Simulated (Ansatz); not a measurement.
# ThTi2O6 (C2/m): phonons and vibrational spectra, part 3 of 3

Wanted: phonon frequencies of ThTi2O6 (C2/m) and what follows from them.

Ansatz 0.2.0; DFT PBEsol, scalar-relativistic, plane waves, PAW.

So far. Step 4 (Tight relaxation): The largest force component left is 0.12 meV/Å. The volume is held at 12.86 Å³/atom, so a pressure of -1.98 GPa remains at this level. Step 5 (Linear response at the zone centre): Before it was imposed, the acoustic sum rule was missed by 1.2e-4 eV/Å² and the charge sum rule by 0.017 e. Small misses are needed for a sound result but don't prove that mesh and cutoff are converged. The lowest optical mode is real, 102 cm⁻¹.

### 6. The dispersion (continued)

Tetrahedra on a 20×20×10 mesh, mean over bins of 10 cm-1. Interpolated from a 4×4×2 q mesh. The phonon density of states by wavenumber; read off at these points:

wavenumber (cm⁻¹), phonon density of states (1/cm⁻¹/cell) and a bar:
```
        5     0.0001 
       35     0.0268 ##########
       55     0.0312 ############
       85     0.0401 ###############
      115     0.0343 #############
      135     0.0399 ###############
      165     0.0662 ##########################
      195     0.0411 ################
      225     0.0293 ###########
      245     0.0442 #################
      255     0.0682 ##########################
      275     0.0365 ##############
      285     0.0581 ######################
      305     0.0486 ###################
      315     0.0699 ###########################
      325     0.0621 ########################
      355     0.0412 ################
      385     0.0398 ###############
      405     0.0512 ####################
      435     0.0394 ###############
      465     0.0367 ##############
      475     0.0776 ##############################
      485     0.0385 ###############
      515     0.0371 ##############
      545     0.0340 #############
      565     0.0166 ######
      595     0.0223 #########
      625     0.0022 #
      655     0.0176 #######
      675     0.0204 ########
      705     0.0093 ####
      735     0.0375 ##############
      755     0.0376 ###############
      785     0.0004
```

The partial phonon density of states has structure finer than the step of the table below, so its rows give means over 25 cm⁻¹, whole bins alone (the curve runs from -10 to 818 cm⁻¹). Peaks (cm⁻¹: height): O 161.9: 0.0443, 260.9: 0.0532, 313.0: 0.0431, 396.3: 0.0362, 474.5: 0.0562, 505.7: 0.0420, 729.7: 0.038; Th 47.3: 0.0290, 89.0: 0.0319, 125.4: 0.0143; Ti 125.4: 0.0145, 182.8: 0.0223, 208.8: 0.0208, 323.4: 0.0230, 755.8: 0.00418.

Phonopy on the run's constants, 17x17x9 mesh, Gaussian sigma 5.9 cm-1. Interpolated from a 4×4×2 q mesh. Partial phonon density of states against wavenumber; means over each step; values in 1/cm⁻¹/cell:

```csv
wavenumber (cm⁻¹),O,Th,Ti
25,0.00179,0.0109,7.1e-4
50,0.00407,0.0247,0.00266
75,0.00435,0.0246,0.00528
100,0.00714,0.0206,0.0101
125,0.0132,0.0125,0.0136
150,0.0299,0.00765,0.0117
175,0.0360,0.00525,0.0193
200,0.0236,0.00265,0.0191
225,0.0207,0.00156,0.0140
250,0.0413,0.00133,0.0128
275,0.0407,0.00142,0.0101
300,0.0360,0.00169,0.0129
325,0.0367,0.00170,0.0213
350,0.0257,7.0e-4,0.0128
375,0.0271,4.2e-4,0.0120
400,0.0342,3.2e-4,0.0121
425,0.0305,3.2e-4,0.00987
450,0.0258,2.3e-4,0.00666
475,0.0457,2.8e-4,0.00690
500,0.0390,1.3e-4,0.00461
525,0.0317,9.1e-5,0.00398
550,0.0211,1.3e-4,0.00315
575,0.0222,6.0e-5,0.00242
600,0.0125,1.7e-5,0.00167
625,0.00280,9.9e-6,2.6e-4
650,0.0122,6.3e-5,1.0e-3
675,0.0160,7.2e-5,0.00114
700,0.0103,3.9e-5,7.0e-4
725,0.0297,1.1e-4,0.00214
750,0.0308,1.2e-4,0.00346
775,0.00709,3.3e-5,0.00155
800,1.2e-4,0,3.2e-5
```

Harmonic thermodynamic functions per atom, from the density of states. Interpolated from a 4×4×2 q mesh. Thermodynamic functions, by row:

```csv
T (K),F_vib (meV/atom),S (J/mol-atom/K),C_V (J/mol-atom/K)
0,65.08,0,0
50,64.79,1.718,3.048
100,63.01,5.292,7.825
200,53.38,13.24,15.31
300,35.9,20.29,19.3
400,11.73,26.16,21.36
```

Harmonic mean-square displacement, third of the trace. Interpolated from a 4×4×2 q mesh. Mean square displacements, by row:

```csv
T (K),Th1 U_eq (Å²),Ti2 U_eq (Å²),Ti3 U_eq (Å²),O4 U_eq (Å²),O5 U_eq (Å²),O6 U_eq (Å²),O7 U_eq (Å²),O8 U_eq (Å²),O9 U_eq (Å²)
0,9.90e-4,0.0016,0.0016,0.00343,0.00343,0.0037,0.0037,0.00333,0.00333
100,0.00274,0.00227,0.00227,0.00448,0.00448,0.00457,0.00457,0.0044,0.0044
300,0.00779,0.00507,0.00507,0.00891,0.00891,0.00913,0.00913,0.00877,0.00877
600,0.01549,0.00974,0.00974,0.01667,0.01667,0.01711,0.01711,0.01637,0.01637
```

Symmetry leaves 14 wavevectors to solve. The lowest mode among them, the acoustic zeros apart, lies at q = (0, -0.5, -0.5) and is real, 27.0 cm⁻¹.

### 7. Outcome

* space group after relaxation (within 0.01 Å): C2/m
* volume per atom: 12.9 Å³
* gap on the k-mesh: 3.00 eV
* highest optical mode at the zone centre (no LO-TO term): 742 cm⁻¹
* top of the zone-centre spectrum with the field: 782 cm⁻¹
* lowest optical zone-centre mode: 102 cm⁻¹
* mean high-frequency dielectric constant: 5.53
* mean static dielectric constant: 34.1
* largest Born charge (third of the trace): 5.84 e
* lowest mode on the q mesh (acoustic modes at Γ apart): 27.0 cm⁻¹
* highest frequency on the path or at a solved wavevector: 787 cm⁻¹
* zero-point energy per atom: 65.1 meV
* heat capacity at 300 K: 19.3 J/(mol atoms K)
* vibrational entropy at 300 K: 20.3 J/(mol atoms K)
* Debye temperature (second moment): 743 K
* imaginary modes on the 4×4×2 q mesh: none

**Reading.** The structure is a minimum as far as tested: no mode is imaginary at the 14 irreducible wavevectors of the 4×4×2 mesh, and the softest away from the acoustic zeros lies at 27 cm⁻¹. Without the field, the optical modes at Γ span 102 to 742 cm⁻¹. The highest mode in this list at Γ, 741.6 cm⁻¹, is mostly motion of O (95 % of the kinetic energy). With the macroscopic field of the longitudinal modes the top of the zone-centre spectrum lies at 782 cm⁻¹, against 742 cm⁻¹ without it. Lattice motion raises the mean dielectric constant from 5.534 to 34.07. The strongest infrared line is at 305 cm⁻¹. The volume was held at that of the database entry and not relaxed, so the modes belong to a cell under -1.98 GPa at this level. The program warns that the interpolation holds no quadrupole term, so branches close to Γ can be off in this crystal. Spin-orbit coupling is left out, which can matter for the heavy elements here. These are harmonic frequencies at zero temperature: anharmonic shifts, linewidths and thermal expansion are left out.

Comparison with the measured values:

| quantity | measured | PBEsol, PAW |
| --- | --- | --- |
| Raman mode, Ag symmetric stretch of … (cm⁻¹) | 765 | 742 (-3.1 %) |

Measured values from pmc:10406819 (2023).

How well it matches: The Raman mode is off by -3.1 %: fair agreement. The grades are ours: good and fair within 3 and 7 % for the Raman mode. Zero-point motion and thermal expansion are not in the computed Raman mode.

[Logs are printed without paths, hosts, clocks, repeated set-up lines and the standing remarks that a program may print on its own settings, such as how far it seeks lower states.]

[Hosts, paths, dates, database ids (printed as entryN), source tags and the programs' standing remarks are cut or masked in the printed files.]
